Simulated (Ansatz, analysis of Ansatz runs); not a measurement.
# A hop of Li in Li3VO4 (Pmn2_1), charge −1, part 2 of 4

Aim: the barrier of one jump in Li3VO4 (Pmn2_1) at charge −1: V_Li hop (3.0 Å). The model is a cell of 64 host atoms with 1 Li taken out; Li is the atom that moves.

Ansatz 0.2.0; plane-wave PAW DFT, PBEsol; nudged elastic band between two relaxed defect structures at fixed charge in a uniform background.

So far: Starting point; Relaxation of the start point, charge −1.

### 3. Relaxation of the end point, charge −1

Level of this step: plane-wave PAW DFT, PBEsol; relaxation of all atoms of a defect supercell at fixed charge in a uniform background (Ansatz).

The end point is relaxed in the same cell and settings, so that the two energies compare.

qm1.end/input.yaml reads:

```yaml
crystal:
  lattice:
    - [-6.2860123, 5.41796052, 4.92165781]
    - [6.2860123, -5.41796052, 4.92165781]
    - [6.2860123, 5.41796052, -4.92165781]
  atoms:
    - { symbol: Li, position: [0.33914451, 0.12883346, 0.45779917] }
    - { symbol: Li, position: [0.33914451, 0.62883346, 0.95779917] }
[... 2 atom lines left out ...]
    - { symbol: Li, position: [0.42103429, 0.38134534, 0.29220083] }
[... 6 atom lines left out ...]
    - { symbol: Li, position: [0.33914451, 0.38134534, 0.71031105] }
[... 3 atom lines left out ...]
    - { symbol: Li, position: [0.421193, 0.628483, 0.539768] }
[... 8 atom lines left out ...]
    - { symbol: V, position: [0.08546861, 0.5005266, 0.58494202] }
[... 3 atom lines left out ...]
    - { symbol: V, position: [0.16558458, 0.5005266, 0.16505798] }
[... 2 atom lines left out ...]
    - { symbol: O, position: [0.21519261, 0.1676592, 0.27234667] }
[... 4 atom lines left out ...]
    - { symbol: O, position: [0.41314872, 0.82682813, 0.58632059] }
[... 2 atom lines left out ...]
    - { symbol: O, position: [0.21519261, 0.44284594, 0.54753341] }
[... 10 atom lines left out ...]
    - { symbol: O, position: [0.64531253, 0.6676592, 0.70246659] }
[... 1 atom line left out ...]
    - { symbol: O, position: [0.3700256, 0.55452165, 0.31550395] }
[... 5 atom lines left out ...]
    - { symbol: O, position: [0.9890177, 0.55452165, 0.43449605] }
[... 2 atom lines left out ...]
    - { symbol: O, position: [0.99050754, 0.32682813, 0.16367941] }
    - { symbol: O, position: [0.99050754, 0.82682813, 0.66367941] }
total_charge: -1
basis:
  ecutwfc: 420
  xc_grid: 2
hamiltonian:
  xc: pbesol
kpoints:
  mp_grid: { grid: [1, 1, 1] }
scf:
  occupations: { method: fixed }
  max_iter: 100
output:
  forces: true
relax:
  f_tol: 0.02
  max_steps: 70
  random_displacement: { amplitude: 0.03, seed: 814 }
```

Launch:

```console
$ ansatz run input.yaml --threads 4 --pin off --max-ram 7536MiB --backend cpu --events-out ev --progress --plain --runs-dir out
```

Numbers of over 12 decimals in the logs are rounded to 6 here.

The program printed:

```text
[...]
Crystal: 63 atoms, lattice volume = 670.475 Å³
Basis set: ecut = 420 eV, 13091 PW (Γ), exchange–correlation on 144×144×144 points (8 copies of the dense FFT grid, shifted against one another)
Bands: 246, of which v1, the nominal top of the filled ones, is band 183 counted from 1 (182 counted from 0)
Symmetry: 1 space group operations
k-points: 1
[...]
SCF iter   1: F=—  HF=-45761.485437 eV  |F-HF|=—  |Δ(HF+E_count)|=         —  Δρ=1.59e-2  dr2=1.42e0  ethr=1.77e-3  ⟨swp⟩=4.0  Hψ=644  notcnv=0  defer=53
[...]
SCF iter  10: F=-45761.046612 eV  HF=-45761.046618 eV  |F-HF|=5.97e-6  |Δ(HF+E_count)|=   8.68e-7  Δρ=3.24e-5  dr2=8.34e-6  ethr=2.73e-9  ⟨swp⟩=4.0  Hψ=601  notcnv=0
SCF 1 converged in 10 iterations: F = -45761.046612 eV  dr2 = 8.34e-6
[...]
F+E_penalty+E_count = -45761.76098803 eV   max|allowed force component| = 4.795e-3 eV/Å
  atoms:
    - { symbol: Li, position: [0.337792, 0.128769, 0.457460] }
    - { symbol: Li, position: [0.336404, 0.628197, 0.954064] }
[...]
- { symbol: Li, position: [0.415249, 0.380801, 0.292017] }
[...]
- { symbol: Li, position: [0.337781, 0.380117, 0.708824] }
[...]
- { symbol: Li, position: [0.415260, 0.623030, 0.534262] }
[...]
- { symbol: V, position: [0.086589, 0.503921, 0.588329] }
[...]
- { symbol: V, position: [0.165121, 0.502829, 0.162095] }
    [... 2 atoms left out ...]
    - { symbol: O, position: [0.227667, 0.160418, 0.267838] }
    [... 7 atoms left out ...]
    - { symbol: O, position: [0.227681, 0.459630, 0.567056] }
    [... 10 atoms left out ...]
    - { symbol: O, position: [0.645675, 0.667490, 0.702202] }
    [... 1 atom left out ...]
    - { symbol: O, position: [0.370335, 0.556400, 0.313737] }
    [... 8 atoms left out ...]
    - { symbol: O, position: [0.985149, 0.332947, 0.152007] }
    [... 1 atom left out ...]
[key lines of the parts left out:]
SCF converged after 8 iterations
Free energy (F): -45761.760988 eV
Fermi energy:    3.126366 eV
```

Elapsed: 20 s, on 4 threads of Arm Neoverse V1, shared host; peak memory 0.84 GiB; 76 s of CPU time.

Step by step:

| step | energy less that of the first step (eV) | largest force component (eV/Å) |
| --- | --- | --- |
| 1 | 0.0000 | 2.0752 |
| 2 | -0.5180 | 0.9955 |
| 3 | -0.7079 | 0.0547 |
| 4 | -0.7140 | 0.0213 |
| 5 | -0.7144 | 0.0048 |

The atoms that moved most (Å, from the sites as typed, ahead of the random displacement, the mean shift of all atoms taken out):

| atom | dx | dy | dz | length |
| --- | --- | --- | --- | --- |
| O54 | 0.000 | 0.004 | -0.195 | 0.195 |
| O40 | 0.151 | 0.084 | 0.049 | 0.180 |
| O32 | -0.151 | 0.084 | 0.049 | 0.180 |
| O62 | 0.000 | -0.124 | 0.063 | 0.139 |
| O61 | 0.000 | -0.066 | -0.044 | 0.079 |
| O41 | -0.070 | -0.031 | -0.004 | 0.077 |
| O33 | 0.070 | -0.031 | -0.004 | 0.077 |
| Li19 | 0.000 | -0.034 | 0.041 | 0.053 |

Neighbours of Li16 at the end:

| atom | distance (Å) |
| --- | --- |
| O40 | 1.923 |
| O53 | 1.941 |
| O37 | 1.966 |
| O51 | 1.992 |
| O43 | 2.995 |
| Li5 | 3.045 |
| V26 | 3.052 |
| Li12 | 3.055 |
| Li19 | 3.090 |
| V25 | 3.091 |
| Li15 | 3.108 |

This step gave:

| Item | Value |
| --- | --- |
| free energy | -45761.7610 eV |
| largest move from the ideal geometry of this structure, a common shift of the far atoms taken out | 0.1877 Å |

The relaxation gained 0.714 eV and ended with a largest force component of 0.0048 eV/Å. The end lies 0.074 eV below the start.

[end of part 2 of 4]

[Logs are printed without paths, hosts, clocks, repeated set-up lines and the standing remarks that a program may print on its own settings, such as how far it seeks lower states.]

[Hosts, paths, dates, database ids (printed as entryN), source tags and the programs' standing remarks are cut or masked in the printed files.]
